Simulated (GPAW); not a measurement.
# Surface energy and work function of Zn(0001) from slabs of 3 to 12 layers (PBE)

How do energy and work function of Zn(0001) films settle with thickness, and what surface energy follows?

Set-up. GPAW 26.7.0, plane waves at 450 eV with PAW setups; symmetric 1×1 slabs cut at the tabulated lattice constant (two decimals; low-temperature values for the alkali metals), atoms at bulk places, 7.5 Å of vacuum on each side, one in-plane mesh for all thicknesses, Fermi-Dirac smearing of 0.1 eV. Energies are extrapolated to zero smearing and count from the program's reference atoms. Functional PBE. The cell's area is 6.128 Å².

The runs, one held back:

| layers | energy (eV) | work function (eV) |
| --- | --- | --- |
| 3 | −3.2693 | 4.21 |
| 4 | −4.4861 | 4.06 |
| 5 | −5.6277 | 4.01 |
| 6 | −6.8063 | 4.11 |
| 7 | −7.9913 | 4.15 |
| 8 | −9.1650 | 4.11 |
| 9 | −10.3428 | 4.06 |
| 10 | −11.5210 | 4.08 |
| 11 | −12.7071 | 4.10 |
| 12 | ? | ? |

Q: What surface energy do these runs give, and what energy and work function should the 12-layer slab have?

**Working.** A slab of n layers has E(n) = nε + 2Aγ once its middle is bulk-like. A line through n = 6 to 11 has the slope ε = −1.1792 eV a layer and the intercept 2Aγ = 0.2673 eV (r.m.s. residual 3.0 meV). So γ = 0.2673 / (2 × 6.128 Å²) = 0.0218 eV/Å² = 0.35 J/m², with a standard error of about 0.01 J/m² from the scatter about the line. For 12 layers: 0.2673 + 12 × (−1.1792) = −13.883 eV; the run gives −13.889 eV, 6.7 meV under the line. The work function has no such law: from 6 to 11 layers it moves between 4.06 and 4.15 eV (mean 4.10), and the 12-layer slab gives 4.10 eV. The thinnest slab, 3 layers, lies +0.11 eV from that mean. The values go up and down with thickness, as expected where levels confined across the film cross the Fermi level one by one.

Caveats: The surfaces are unrelaxed, so γ is an upper bound for this functional and lattice constant. The tabulated lattice constant isn't the functional's own, which strains the slab a little.
